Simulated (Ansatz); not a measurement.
# Se on Cr(100): change of the work function, part 4 of 5

Aim: the work function of Cr(100) at several coverages of Se (hollow site), and the dipole that each adsorbate carries.

Ansatz 0.2.0; plane-wave DFT, PBE, Ansatz PAW (the session's first sound run).

So far, work function, upper face (eV): step 2 (the clean slab) 3.70; step 3 (21 atoms, coverage 0.25 ML, cell 2x2) 4.29; step 4 (22 atoms, coverage 0.5 ML, cell 2x2) 4.53.

**5. The covered slab, k-mesh 10×10×1, coverage 1 ML**

System of this step: Se/Cr(100). The cell holds 6 atoms: 5 Cr and 1 Se. Cell: a = 2.880 Å, b = 2.880 Å, c = 25.501 Å, α = 90.0°, β = 90.0°, γ = 90.0°. Vacuum lies along c.

Another coverage, to see how the dipoles act on each other as their distance changes.

File input.yaml:

```yaml
crystal:
  lattice:
    - [2.88, 0.0, 0.0]
    - [0.0, 2.88, 0.0]
    - [0.0, 0.0, 25.5012778752]
  atoms:
    - { symbol: Cr, position: [0.0, 0.0, 0.3529234905], spin: 2.6 }
    - { symbol: Cr, position: [0.5, 0.5, 0.409391249], spin: -1.53 }
    - { symbol: Cr, position: [0.0, 0.0, 0.4656072306], spin: 1.28 }
    - { symbol: Cr, position: [0.5, 0.5, 0.5236747267], spin: -1.43 }
    - { symbol: Cr, position: [0.0, 0.0, 0.5763994989], spin: 2.38 }
    - { symbol: Se, position: [0.5, 0.5, 0.6470765095] }
magnetization:
  spin_polarized: true
kpoints:
  mp_grid: { grid: [10, 10, 1] }
hamiltonian:
  xc: pbe
scf:
  occupations: { method: fermi_dirac, width: 0.1 }
  convergence: { dr2_threshold: 1.0e-08 }
efield:
  axis: 3
  dipole_correction: true
  ramp_position: 0.97
  ramp_width: 0.06
relax:
  f_tol: 0.02
  max_steps: 60
  constraints: [{ sites: [0, 1] }]
output:
  bader: true
  write_potential: true
  write_density: true
  volumetric_format: npy
```

Command:

```sh
$ ansatz run input.yaml --threads 4 --pin off --max-ram 12288MiB --backend cpu --events-out ev --progress --plain --runs-dir out
```

Numbers of over 12 decimals in the logs are rounded to 6 here.

The program printed:

```text
[...]
Crystal: 6 atoms, lattice volume = 211.518 Å³
Basis set: ecut = 420 eV, 4113 PW (Γ), exchange–correlation on 40×40×360 points (8 copies of the dense FFT grid, shifted against one another)
Bands: 58, of which v1, the nominal top of the filled ones, is band 43 counted from 1 (42 counted from 0)
[...]
--- Bader charges: 6 sites ---
  site symbol  charge [e]  shift [e]    m [muB]
     0     Cr      0.0592     0.0002     3.0379
     1     Cr     -0.0528     0.0002    -1.5796
     2     Cr      0.0361     0.0000     1.0862
     3     Cr      0.0619     0.0001    -0.9642
     4     Cr      0.3938     0.0007     0.5916
     5     Se     -0.4982     0.0008    -0.0639
  estimated error of the sums over rays = 5.6e-4 e
[key lines of the parts left out:]
SCF converged after 10 iterations
Magnetization: 2.1081 μB (44.0541 up, 41.9459 down)
Free energy (F): -22356.278828 eV
Fermi energy:    3.975280 eV
Dipole field:    D = -0.026326 V/Å  (p = -0.030773 e·Å, saw-weighted, corrected)
Work function:   Φ+ = 4.3944 eV   Φ− = 3.7230 eV
```

Run time: 2.2 min. Hardware: 4 threads of Arm Neoverse V1, shared host; peak memory 0.84 GiB.

Relaxation path:

```csv
step,energy less that of the first step (eV),largest force component (eV/Å)
1,0.0000,1.3438
2,-0.2871,1.1408
3,-0.3058,1.0865
4,-0.3693,0.4797
5,-0.3921,0.0910
6,-0.3926,0.0071
```

Forces are held to the 8 operations that the run works with; a distortion that breaks them can't arise in this run.

The atoms that moved most (Å):

```csv
atom,dx,dy,dz,length
Se6,0.000,0.000,-0.338,0.338
Cr4,0.000,0.000,-0.078,0.078
Cr5,0.000,0.000,0.042,0.042
Cr3,0.000,0.000,0.016,0.016
```

The relaxation took 6 steps and lowered the energy by 0.39 eV; the largest force on the free atoms ends at 0.0071 eV/Å.

The covered face has 4.39 eV, +0.70 eV against the clean one; the bare back face has moved by +0.03 eV, a measure of how thin the slab is.

**6. Work function against coverage**

This step: plane-wave DFT, PBE, Ansatz PAW; work function against coverage (Ansatz 0.2.0).

The runs are now put side by side.

Numbers from this step:

| Property | Result |
| --- | --- |
| work function of the clean face | 3.697 eV |
| largest change of the work function | 0.8380 eV |

Work function of the covered face against coverage:

```csv
coverage (adsorbates/nm²),work function of the covered face (eV)
0.00,3.70
3.01,4.29
6.03,4.53
12.06,4.39
```

The dipole per adsorbate comes from the change of the cell's dipole. Coverage, by row:

```csv
coverage (1/nm²),coverage (ML),work function (eV),change (eV),"dipole per adsorbate, positive end outwards (debye)",mean height of the added atoms over the highest substrate atom (Å)
3.014,0.25,4.294,0.5969,-0.514,1.491
6.028,0.5,4.535,0.838,-0.362,1.462
12.06,1,4.394,0.6974,-0.146,1.423
```

**7. The 0.25 ML cell at another level of theory, cutoff 500 eV, functional r2SCAN**

This step: plane-wave DFT, r2SCAN, Ansatz PAW (Ansatz 0.2.0).

System of this step: Se/Cr(100). The cell holds 21 atoms: 20 Cr and 1 Se. Cell: a = 5.760 Å, b = 5.760 Å, c = 25.501 Å, α = 90.0°, β = 90.0°, γ = 90.0°. Vacuum lies along c.

The geometry is kept and the functional is r2SCAN; other changes against the main runs: cutoff 420 → 500.

File input.yaml:

```yaml
crystal:
  lattice:
    - [5.76, 0.0, 0.0]
    - [0.0, 5.76, 0.0]
    - [0.0, 0.0, 25.5012778752]
  atoms:
    - { symbol: Cr, position: [0.0, 0.0, 0.3529234905], spin: 2.0 }
    - { symbol: Cr, position: [0.25, 0.25, 0.409391249], spin: -2.0 }
    - { symbol: Cr, position: [-0.0004031, -0.0004031, 0.4657037229], spin: 2.0 }
    - { symbol: Cr, position: [0.25, 0.25, 0.5235664109], spin: -2.0 }
    - { symbol: Cr, position: [-0.0013869866, -0.0013869866, 0.5763995979], spin: 2.0 }
    - { symbol: Cr, position: [0.0, 0.5, 0.3529234905], spin: 2.0 }
    - { symbol: Cr, position: [0.25, 0.75, 0.409391249], spin: -2.0 }
    - { symbol: Cr, position: [-0.0004031, 0.5004031, 0.4657037229], spin: 2.0 }
    - { symbol: Cr, position: [0.25, 0.75, 0.5232757091], spin: -2.0 }
    - { symbol: Cr, position: [-0.0013869866, 0.5013869866, 0.5763995979], spin: 2.0 }
    - { symbol: Cr, position: [0.5, 0.0, 0.3529234905], spin: 2.0 }
    - { symbol: Cr, position: [0.75, 0.25, 0.409391249], spin: -2.0 }
    - { symbol: Cr, position: [0.5004031, -0.0004031, 0.4657037229], spin: 2.0 }
    - { symbol: Cr, position: [0.75, 0.25, 0.5232757091], spin: -2.0 }
    - { symbol: Cr, position: [0.5013869866, -0.0013869866, 0.5763995979], spin: 2.0 }
    - { symbol: Cr, position: [0.5, 0.5, 0.3529234905], spin: 2.0 }
    - { symbol: Cr, position: [0.75, 0.75, 0.409391249], spin: -2.0 }
    - { symbol: Cr, position: [0.5004031, 0.5004031, 0.4657037229], spin: 2.0 }
    - { symbol: Cr, position: [0.75, 0.75, 0.5224611532], spin: -2.0 }
    - { symbol: Cr, position: [0.5013869866, 0.5013869866, 0.5763995979], spin: 2.0 }
    - { symbol: Se, position: [0.25, 0.25, 0.6348656604] }
magnetization:
  spin_polarized: true
kpoints:
  mp_grid: { grid: [5, 5, 1] }
hamiltonian:
  xc: r2scan
scf:
  occupations: { method: fermi_dirac, width: 0.1 }
  convergence: { dr2_threshold: 1.0e-08 }
efield:
  axis: 3
  dipole_correction: true
  ramp_position: 0.97
  ramp_width: 0.06
output:
  write_potential: true
  write_density: true
  volumetric_format: npy
```

The program printed:

```text
[...]
Crystal: 21 atoms, lattice volume = 846.071 Å³
Basis set: ecut = 500 eV, 21553 PW (Γ), exchange–correlation on 180×180×768 points (64 copies of the dense FFT grid, shifted against one another)
Bands: 202, of which v1, the nominal top of the filled ones, is band 148 counted from 1 (147 counted from 0)
Symmetry: 8 space group operations
k-points: 6 of 25
[...]
Starting moments: Σ|m| = 40 μB on 20 of 21 sites
[...]
SCF iter   1: F=—  HF=-73152.355181 eV  |F-HF|=—  |Δ(HF+E_count)|=         —  Δρ=5.87e-2 (↑4.95e-2 ↓5.87e-2)  dr2=1.18e2  dr2_τ=3.47e-1  dr2_m=1.13e0  M=10.718 μB ∫|m|=34.343 μB  β_m=0.88  ethr=3.10e-3  p=0.000 e·Å  D=3.33e-8 V/Å  ΔV_dip=-0.00 eV  dr2_dipole=7.45e-1  V_vac-E_F(+/−)=6.16/6.16 eV  ⟨swp⟩=9.6  Hψ=11972  notcnv=0  defer=2
[...]
SCF iter  21: F=-73124.185819 eV  HF=-73124.185819 eV  |F-HF|=4.90e-9  |Δ(HF+E_count)|=   1.76e-9  Δρ=5.47e-7 (↑5.47e-7 ↓3.66e-7)  dr2=2.26e-9  dr2_τ=5.79e-11  dr2_m=1.43e-9  M=16.835 μB ∫|m|=57.681 μB  ethr=1.00e-12  p=-0.128 e·Å  D=-2.74e-2 V/Å  ΔV_dip=0.70 eV  dr2_dipole=4.81e-13  V_vac-E_F(+/−)=4.45/3.75 eV  ⟨swp⟩=11.3  Hψ=10339  notcnv=0
SCF 1 converged in 21 iterations: F = -73124.185819 eV  dr2 = 2.26e-9
[...]
this state was not tested for a lower state beside it, because the mixer in use, unlike msr1, does not test its closes by its own steps (another_mixer; see scf.mixing.algorithm and scf.lower_state_search)
SCF converged after 21 iterations
Magnetization: 16.8349 μB (156.4175 up, 139.5825 down)
Absolute magnetization: 57.6760 μB (∫|ρ↑−ρ↓|, with the PAW one-centre terms)
[...]
Per-site moments (μB) at R_I (Å): [(3.137702, 1.028838), (-2.382908, 1.028838), (2.216291, 1.026789), (-2.225408, 1.011138), (2.862318, 1.008949), (3.137702, 1.028838), (-2.383282, 1.027897), (2.216291, 1.026789), (-2.265437, 1.008949), (2.862318, 1.008949), (3.137702, 1.028838), (-2.383282, 1.027897), (2.216291, 1.026789), (-2.265437, 1.008949), (2.862318, 1.008949), (3.137702, 1.028838), (-2.377067, 1.026789), (2.216291, 1.026789), (-2.175584, 1.009851), (2.862318, 1.008949), (-0.080478, 1.044880)]
Free energy (F): -73124.185819 eV
[...]
Internal energy: -73123.912357 eV  (E = F + TS)
E sigma→0 (E₀):  -73124.049088 eV
Entropy (-TS):   -0.273462 eV (-13.022 meV/atom)
Fermi energy:    2.845327 eV
Dipole field:    D = -0.027378 V/Å  (p = -0.128012 e·Å, saw-weighted, corrected)
Work function:   Φ+ = 4.4484 eV   Φ− = 3.7502 eV
[...]
--- Band table (eV; the first three rows and the last of 12) ---
  k-point 0 ↑: bands = [... 144 lower, 2.0062, 2.0982, 2.0994, 2.1025, 2.1025, 2.2826, 2.4249, 2.4382, ... 50 higher]
  k-point 1 ↑: bands = [... 144 lower, 1.8947, 1.9780, 1.9943, 2.0627, 2.0763, 2.1204, 2.1613, 2.3400, ... 50 higher]
  k-point 2 ↑: bands = [... 144 lower, 1.6618, 1.6907, 1.7726, 1.9315, 1.9486, 1.9831, 2.0187, 2.2474, ... 50 higher]
  k-point 5 ↓: bands = [... 144 lower, 4.3238, 4.3546, 4.4282, 4.4554, 4.4650, 4.4920, 4.5279, 4.5460, ... 50 higher]
```

Elapsed: 7.5 min, on 4 threads; peak memory 6.7 GiB.

Numbers from this step:

```yaml
energy_at_zero_smearing: -73124.0491 eV
total_moment: 16.83 μB
work_function_upper_face: 4.448 eV
work_function_lower_face: 3.750 eV
dipole_along_the_normal: -0.1280 e·Å
step_between_the_vacuum_levels: 0.6982 eV
```

Site moment by atom:

```csv
atom,site moment (μB)
Cr1,3.14
Cr2,-2.38
Cr3,2.22
Cr4,-2.23
Cr5,2.86
Cr6,3.14
Cr7,-2.38
Cr8,2.22
Cr9,-2.27
Cr10,2.86
Cr11,3.14
Cr12,-2.38
Cr13,2.22
Cr14,-2.27
Cr15,2.86
Cr16,3.14
Cr17,-2.38
Cr18,2.22
Cr19,-2.18
Cr20,2.86
Se21,-0.08
```

The work function comes to 4.45 eV, +0.15 eV from the first level.

**8. The 0.25 ML cell at another level of theory, cutoff 420 eV, functional RPBE**

This step: plane-wave DFT, RPBE, Ansatz PAW (Ansatz 0.2.0).

The geometry is kept and the functional is RPBE.

input.yaml: that of step 7 with these lines changed.

```diff
@@ -32,3 +32,3 @@
 hamiltonian:
-  xc: r2scan
+  xc: rpbe
 scf:
```

The program printed:

```text
[...]
Crystal: 21 atoms, lattice volume = 846.071 Å³
Basis set: ecut = 420 eV, 16641 PW (Γ)
Bands: 202, of which v1, the nominal top of the filled ones, is band 148 counted from 1 (147 counted from 0)
Symmetry: 8 space group operations
k-points: 6 of 25
[...]
Starting moments: Σ|m| = 40 μB on 20 of 21 sites
[...]
SCF iter   1: F=—  HF=-73154.303654 eV  |F-HF|=—  |Δ(HF+E_count)|=         —  Δρ=7.07e-2 (↑6.99e-2 ↓7.07e-2)  dr2=1.33e2  dr2_m=1.43e1  M=8.886 μB ∫|m|=19.533 μB  β_m=1.00  ethr=3.10e-3  p=-0.000 e·Å  D=-6.78e-7 V/Å  ΔV_dip=0.00 eV  dr2_dipole=5.24e-1  V_vac-E_F(+/−)=6.15/6.15 eV  ⟨swp⟩=9.6  Hψ=11931  notcnv=0  defer=1
[...]
SCF iter  18: F=-73112.034845 eV  HF=-73112.034845 eV  |F-HF|=3.35e-9  |Δ(HF+E_count)|=  5.53e-10  Δρ=2.32e-7 (↑1.98e-7 ↓2.32e-7)  dr2=2.04e-9  dr2_m=3.22e-11  M=15.223 μB ∫|m|=42.393 μB  ethr=1.00e-12  p=-0.112 e·Å  D=-2.40e-2 V/Å  ΔV_dip=0.61 eV  dr2_dipole=1.07e-10  V_vac-E_F(+/−)=4.19/3.57 eV  ⟨swp⟩=8.6  Hψ=8865  notcnv=0
SCF 1 converged in 18 iterations: F = -73112.034845 eV  dr2 = 2.04e-9
[...]
SCF converged after 18 iterations
Magnetization: 15.2235 μB (155.6117 up, 140.3883 down)
Absolute magnetization: 42.3899 μB (∫|ρ↑−ρ↓|, with the PAW one-centre terms)
[...]
Per-site moments (μB) at R_I (Å): [(2.671595, 1.028838), (-1.646711, 1.028838), (1.372949, 1.026789), (-1.441375, 1.011138), (2.259412, 1.008949), (2.671595, 1.028838), (-1.644383, 1.027897), (1.372949, 1.026789), (-1.484782, 1.008949), (2.259412, 1.008949), (2.671595, 1.028838), (-1.644383, 1.027897), (1.372949, 1.026789), (-1.484782, 1.008949), (2.259412, 1.008949), (2.671595, 1.028838), (-1.642159, 1.026789), (1.372949, 1.026789), (-1.374094, 1.009851), (2.259412, 1.008949), (-0.050227, 1.044880)]
Free energy (F): -73112.034845 eV
[...]
Internal energy: -73111.599108 eV  (E = F + TS)
E sigma→0 (E₀):  -73111.816976 eV
Entropy (-TS):   -0.435737 eV (-20.749 meV/atom)
Fermi energy:    3.015171 eV
Dipole field:    D = -0.024008 V/Å  (p = -0.112253 e·Å, saw-weighted, corrected)
Work function:   Φ+ = 4.1850 eV   Φ− = 3.5727 eV
[...]
--- Band table (eV; the first three rows and the last of 12) ---
  k-point 0 ↑: bands = [... 144 lower, 2.3656, 2.3656, 2.5990, 2.6831, 2.7448, 2.7989, 2.8236, 2.9207, ... 50 higher]
  k-point 1 ↑: bands = [... 144 lower, 2.3293, 2.4057, 2.5149, 2.5190, 2.6649, 2.6688, 2.7569, 2.7814, ... 50 higher]
  k-point 2 ↑: bands = [... 144 lower, 2.1638, 2.1691, 2.3541, 2.3702, 2.4728, 2.5600, 2.5631, 2.6931, ... 50 higher]
  k-point 5 ↓: bands = [... 144 lower, 3.9108, 3.9305, 4.0064, 4.0523, 4.0582, 4.1047, 4.1166, 4.1365, ... 50 higher]
```

Run time: 3.5 min. Hardware: 4 threads; peak memory 4.4 GiB; 13 min of CPU time.

This step gave:

```
energy at zero smearing        : -73111.8170 eV
total moment                   : 15.22 μB
work function, upper face      : 4.185 eV
work function, lower face      : 3.573 eV
dipole along the normal        : -0.1123 e·Å
step between the vacuum levels : 0.6122 eV
```

Site moment by atom:

```csv
atom,site moment (μB)
Cr1,2.67
Cr2,-1.65
Cr3,1.37
Cr4,-1.44
Cr5,2.26
Cr6,2.67
Cr7,-1.64
Cr8,1.37
Cr9,-1.48
Cr10,2.26
Cr11,2.67
Cr12,-1.64
Cr13,1.37
Cr14,-1.48
Cr15,2.26
Cr16,2.67
Cr17,-1.64
Cr18,1.37
Cr19,-1.37
Cr20,2.26
Se21,-0.05
```

The work function comes to 4.18 eV, -0.11 eV from the first level.

**9. The 0.25 ML cell at another level of theory, cutoff 420 eV, functional LDA**

This step: plane-wave DFT, LDA, Ansatz PAW (Ansatz 0.2.0).

The geometry is kept and the functional is LDA.

input.yaml: that of step 8 with these lines changed.

```diff
@@ -32,3 +32,3 @@
 hamiltonian:
-  xc: rpbe
+  xc: lda
 scf:
```

The program printed:

```text
[...]
Crystal: 21 atoms, lattice volume = 846.071 Å³
Basis set: ecut = 420 eV, 16641 PW (Γ)
Bands: 202, of which v1, the nominal top of the filled ones, is band 148 counted from 1 (147 counted from 0)
Symmetry: 8 space group operations
k-points: 6 of 25
[...]
k-point 1 ↑: bands = [... 144 lower, 2.9271, 3.0070, 3.0356, 3.1465, 3.1989, 3.2972, 3.3315, 3.3351, ... 50 higher]
  k-point 2 ↑: bands = [... 144 lower, 2.8213, 2.9698, 3.0610, 3.2014, 3.2278, 3.3156, 3.3326, 3.3623, ... 50 higher]
  k-point 5 ↓: bands = [... 144 lower, 1.6239, 1.6513, 1.7108, 1.8222, 1.8371, 1.8641, 1.9161, 1.9340, ... 50 higher]
[key lines of the parts left out:]
SCF converged after 25 iterations
Magnetization: -13.7635 μB (141.1182 up, 154.8818 down)
Free energy (F): -71829.894488 eV
Fermi energy:    2.562872 eV
Dipole field:    D = -0.021924 V/Å  (p = -0.102510 e·Å, saw-weighted, corrected)
Work function:   Φ+ = 4.5819 eV   Φ− = 4.0228 eV
```

The job ended after 5.2 min (4 threads; peak memory 4.3 GiB).

The work function comes to 4.58 eV, +0.29 eV from the first level.

**10. The 0.25 ML cell at another level of theory, cutoff 420 eV, functional PBEsol**

This step: plane-wave DFT, PBEsol, Ansatz PAW (Ansatz 0.2.0).

The geometry is kept and the functional is PBEsol.

input.yaml: that of step 9 with these lines changed.

```diff
@@ -32,3 +32,3 @@
 hamiltonian:
-  xc: lda
+  xc: pbesol
 scf:
```

The program printed:

```text
[...]
Crystal: 21 atoms, lattice volume = 846.071 Å³
Basis set: ecut = 420 eV, 16641 PW (Γ)
Bands: 202, of which v1, the nominal top of the filled ones, is band 148 counted from 1 (147 counted from 0)
Symmetry: 8 space group operations
k-points: 6 of 25
[...]
k-point 1 ↑: bands = [... 144 lower, 2.1549, 2.1951, 2.2931, 2.3695, 2.4296, 2.5282, 2.6221, 2.6670, ... 50 higher]
  k-point 2 ↑: bands = [... 144 lower, 1.9668, 1.9755, 2.1234, 2.2473, 2.3283, 2.3534, 2.4121, 2.5753, ... 50 higher]
  k-point 5 ↓: bands = [... 144 lower, 3.5428, 3.5719, 3.6634, 3.6963, 3.7361, 3.7759, 3.7770, 3.8068, ... 50 higher]
[key lines of the parts left out:]
SCF converged after 2 iterations
Magnetization: 14.8240 μB (155.4120 up, 140.5880 down)
Free energy (F): -72396.098409 eV
Fermi energy:    2.778375 eV
Dipole field:    D = -0.022107 V/Å  (p = -0.103364 e·Å, saw-weighted, corrected)
Work function:   Φ+ = 4.3716 eV   Φ− = 3.8078 eV
```

Run time: 8.8 min. Hardware: 4 threads; peak memory 4.4 GiB; 33 min of CPU time.

The work function comes to 4.37 eV, +0.08 eV from the first level.

**11. Comparing the runs**

Times are for 4 threads of Arm Neoverse V1, shared host. The runs compared:

```csv
no.,functional,"work function, upper face (eV)",dipole along the normal (e·Å),time,memory (GiB)
1,r2scan,4.448,-0.1280,7.5 min,6.7
2,rpbe,4.185,-0.1123,3.5 min,4.4
3,lda,4.582,-0.1025,5.2 min,4.3
4,pbesol,4.372,-0.1034,8.8 min,4.4
```

(Part 4 of 5 ends here.)

[Logs are printed without paths, hosts, clocks, repeated set-up lines and the standing remarks that a program may print on its own settings, such as how far it seeks lower states.]

[Hosts, paths, dates, database ids (printed as entryN), source tags and the programs' standing remarks are cut or masked in the printed files.]

[Maps of the electrostatic potential energy from Ansatz leave out the sawtooth potential of an applied field or a dipole correction, so their vacuum need not be flat; planar profiles and work functions include it.]
